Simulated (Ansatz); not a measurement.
# Be (P6_3/mmc, 2 atoms in the cell): zone-centre modes under pressure, part 3 of 3

Wanted: Grüneisen parameters and pressure coefficients of the modes of Be (P6_3/mmc, 2 atoms in the cell).

Ansatz 0.2.0; DFT PBEsol, scalar-relativistic, plane waves, PAW; PAW set soft_1.

So far, highest optical mode at the zone centre (no LO-TO term) (cm⁻¹): step 4 (zone-centre response at rest) 702; step 6 (volume ratio 1.06) 648.

**7. Relaxation of a member: 0.9 times the volume at rest**

The cell is set to 0.9 times the volume at rest, and shape and atoms relax at that volume.

The input, input.yaml:

```yaml
crystal:
  lattice:
    - [2.1760644235, 0.0, 0.0]
    - [-1.0880322117, 1.884527071, 0.0]
    - [0.0, 0.0, 3.4390095809]
  atoms:
    - { symbol: Be, position: [0.3333333333, 0.6666666667, 0.25] }
    - { symbol: Be, position: [0.6666666667, 0.3333333333, 0.75] }
kpoints:
  mp_grid: { grid: [24, 24, 12] }
hamiltonian:
  xc: pbesol
  pseudopotentials: { kind: paw, azcp: { folder: soft_1 }, xc_functional: pbe }
scf:
  occupations: { method: methfessel_paxton, width: 0.2 }
output:
  forces: true
  stress: true
  eigenvalues: true
relax:
  adjacent_minimum: "off"
  f_tol: 0.001
  max_steps: 60
  cell: { stress_tol: 0.01, fix: [volume] }
```

Started as:

```
$ ansatz run input.yaml --threads 4 --pin off --max-ram 10240MiB --backend cpu --events-out ev --progress --plain --runs-dir out
```

Numbers of over 12 decimals in the logs are rounded to 6 here.

Output:

```text
[...]
Crystal: 2 atoms, lattice volume = 14.103 Å³
Basis set: ecut = 420 eV, 287 PW (Γ), exchange–correlation on 30×30×48 points (8 copies of the dense FFT grid, shifted against one another)
Bands: 6, of which v1, the nominal top of the filled ones, is band 2 counted from 1 (1 counted from 0)
Symmetry: 24 space group operations
[...]
k-points: 427 of 6912
[...]
--- Band table (eV; the first three rows and the last of 427) ---
[...]
--- Relaxed structure (3 steps of the walk, 3 accepted, 1 SCFs on fresh bases) ---
[...]
cell:  # Å, volume = 14.1029 Å³
    - [2.175372, -2.885832533456888e-11, 0.0]
    - [-1.087686, 1.883928, 0.0]
    - [0.0, 0.0, 3.441198]
  atoms:
    - { symbol: Be, position: [0.333333, 0.666667, 0.250000] }
    - { symbol: Be, position: [0.666667, 0.333333, 0.750000] }
[key lines of the parts left out:]
SCF converged after 4 iterations
Free energy (F): -180.628508 eV
Fermi energy:    9.168628 eV
P = ⅓ Tr σ = 15.5098 GPa (155.098 kbar)
```

The job ended after 1.3 s (4 threads of AMD EPYC 9B45 (Zen 5), shared host; peak memory 0.41 GiB; 4.4 s of CPU time).

Little changed from the start: no atom moved by 0.005 Å and no cell edge by 0.1 %.

Numbers from this step:

```yaml
pressure: 15.51 GPa
volume_per_atom: 7.051 Å³
```

The forces vanish by symmetry, at a pressure of 15.51 GPa.

**8. Modes of this member: 0.9 times the volume at rest**

The zone-centre modes follow for 0.9 times the volume at rest.

input.yaml, the sections that differ from step 7:

```yaml
crystal:
  lattice:
    - [2.175372463, 0.0, 0.0]
    - [-1.0876862315, 1.8839278157, 0.0]
    - [0.0, 0.0, 3.441197746]
  atoms:
    - { symbol: Be, position: [0.3333333333, 0.6666666667, 0.25] }
    - { symbol: Be, position: [0.6666666667, 0.3333333333, 0.75] }
output:
  eigenvalues: true
phonons:
  method: dfpt
# kpoints, hamiltonian, scf: as in step 7
# relax: removed
```

Output:

```text
[...]
Crystal: 2 atoms, lattice volume = 14.103 Å³
Basis set: ecut = 420 eV, 287 PW (Γ), exchange–correlation on 30×30×48 points (8 copies of the dense FFT grid, shifted against one another)
Bands: 6, of which v1, the nominal top of the filled ones, is band 2 counted from 1 (1 counted from 0)
Symmetry: 24 space group operations
k-points: 1099 of 6912 (irreducible under 4 space group operations, time reversal used)
[...]
--- Band table (eV; the first three rows and the last of 1099) ---
[...]
ASR residual: 1.820e-6 → 0.000e0 eV/Å²; symmetrization residual: 1.066e-14 eV/Å²
  ASR residual per site (eV/Å²): 1.82e-6 1.82e-6
  Γ frequencies (cm⁻¹): 0.00 0.00 0.00 504.82 504.82 803.12
[...]
[key lines of the parts left out:]
SCF converged after 6 iterations
Free energy (F): -180.628508 eV
Fermi energy:    9.168628 eV
```

It took 2.5 s on 4 threads; peak memory 0.63 GiB.

Numbers from this step:

* sum-rule residual before enforcement: 1.82e-6 eV/Å²
* highest optical mode at the zone centre (no LO-TO term): 803.1 cm⁻¹
* lowest optical zone-centre mode: 504.8 cm⁻¹

Patterns of degenerate modes are one choice out of their space. Modes at Γ:

| mode | frequency (cm⁻¹) | symmetry |
| --- | --- | --- |
| 1 | 0.0 | acoustic |
| 2 | 0.0 | acoustic |
| 3 | 0.0 | acoustic |
| 4 | 504.8 | E2g |
| 5 | 504.8 | E2g |
| 6 | 803.1 | B1g |

Displacements in mode 5 (504.8 cm⁻¹), the largest set to 1:
```
Be1  0.00 -1.00  0.00
Be2  0.00  1.00  0.00
```

Displacements in mode 6 (803.1 cm⁻¹), the largest set to 1:
```
Be1  0.00  0.00 -1.00
Be2  0.00  0.00  1.00
```

The lowest optical mode is real, 505 cm⁻¹, and the highest lies at 803.1 cm⁻¹.

For the highest optical mode at the zone centre (no LO-TO term), step 4 gave 702 cm⁻¹; this run, with volume ratio 0.9, gives 803 cm⁻¹ (+14 %).

**9. The series together**

The members are set side by side, also those not shown above.

Each row is one cell with its response, relaxed at fixed volume as far as symmetry leaves anything free; energies are extrapolated to zero smearing, and E0 is that at rest; shape and atoms are relaxed in each cell where symmetry leaves them free; all runs use 24×24×12 k points and Methfessel-Paxton smearing of 0.2 eV. State of the crystal along the series:

| volume ratio | V (Å³/atom) | pressure (GPa) | E - E0 (meV/atom) | first cell vector (Å) | third cell vector (Å) |
| --- | --- | --- | --- | --- | --- |
| 0.9 | 7.051 | 15.51 | 35.16 | 2.175 | 3.441 |
| 0.92 | 7.208 | 11.84 | 21.82 | 2.192 | 3.464 |
| 0.94 | 7.365 | 8.48 | 11.91 | 2.208 | 3.487 |
| 0.96 | 7.521 | 5.405 | 5.14 | 2.225 | 3.509 |
| 0.98 | 7.678 | 2.588 | 1.251 | 2.241 | 3.531 |
| 0.99 | 7.757 | 1.269 | 0.3099 | 2.249 | 3.542 |
| 1 | 7.835 | 0.005861 | 0 | 2.257 | 3.553 |
| 1.02 | 7.992 | -2.363 | 1.168 | 2.272 | 3.574 |
| 1.04 | 8.148 | -4.538 | 4.556 | 2.288 | 3.595 |
| 1.06 | 8.305 | -6.535 | 9.981 | 2.303 | 3.615 |

Each mode is tracked from rest by its pattern, and modes that stay within 0.3 cm⁻¹ of each other stand once; shape and atoms are relaxed in each cell where symmetry leaves them free; all runs use 24×24×12 k points and Methfessel-Paxton smearing of 0.2 eV. Optical modes along the series:

| V (Å³/atom) | mode 4 E2g (cm⁻¹) | mode 6 B1g (cm⁻¹) |
| --- | --- | --- |
| 7.051 | 504.8 | 803.1 |
| 7.208 | 496.6 | 781.5 |
| 7.365 | 488.7 | 760.6 |
| 7.521 | 480.9 | 740.4 |
| 7.678 | 473.3 | 720.8 |
| 7.757 | 469.6 | 711.2 |
| 7.835 | 465.9 | 701.8 |
| 7.992 | 458.7 | 683.4 |
| 8.148 | 451.7 | 665.5 |
| 8.305 | 444.8 | 648.1 |

From cubic fits (parabolas where under five rows exist) of ln ω and P against ln V through the rows within about 4 % of rest: γ = −d ln ω / d ln V and dω/dP = γ ω / B. Slopes at rest:

| mode | fitted frequency at rest (cm⁻¹) | Grüneisen parameter γ | dω/dP (cm⁻¹/GPa) |
| --- | --- | --- | --- |
| mode 4 E2g | 466 | 0.78 | 2.95 |
| mode 6 B1g | 701.8 | 1.33 | 7.56 |

**10. Outcome**

```json
{
 "members": "10",
 "highest optical mode at the zone centre (no LO-TO term), at rest": "701.8 cm⁻¹",
 "bulk modulus at rest": "124 GPa",
 "mode 4 E2g, γ": "0.78",
 "mode 6 B1g, γ": "1.33"
}
```

**Reading.** The series spans -6.5 to 15.5 GPa, and the slope at rest gives a bulk modulus of 124 GPa. Among the modes in the table of slopes γ runs from 0.78 (mode 4 E2g) to 1.33 (mode 6 B1g). One k mesh and one cutoff serve the ground states and modes of all volumes. These are harmonic frequencies at zero temperature: anharmonic shifts, linewidths and thermal expansion are left out. With no gap, or one that is small against the smearing, the frequencies hang on the k mesh and the smearing, most of all near Kohn anomalies. The PAW files were made for PBE; the program adapts parts of them to the functional of the run, but their partial waves stay those of PBE, an approximation that was not tested in this session. Only the zone centre was solved, so an instability at another wavevector cannot show here.

[Logs are printed without paths, hosts, clocks, repeated set-up lines and the standing remarks that a program may print on its own settings, such as how far it seeks lower states.]

[Hosts, paths, dates, database ids (printed as entryN), source tags and the programs' standing remarks are cut or masked in the printed files.]
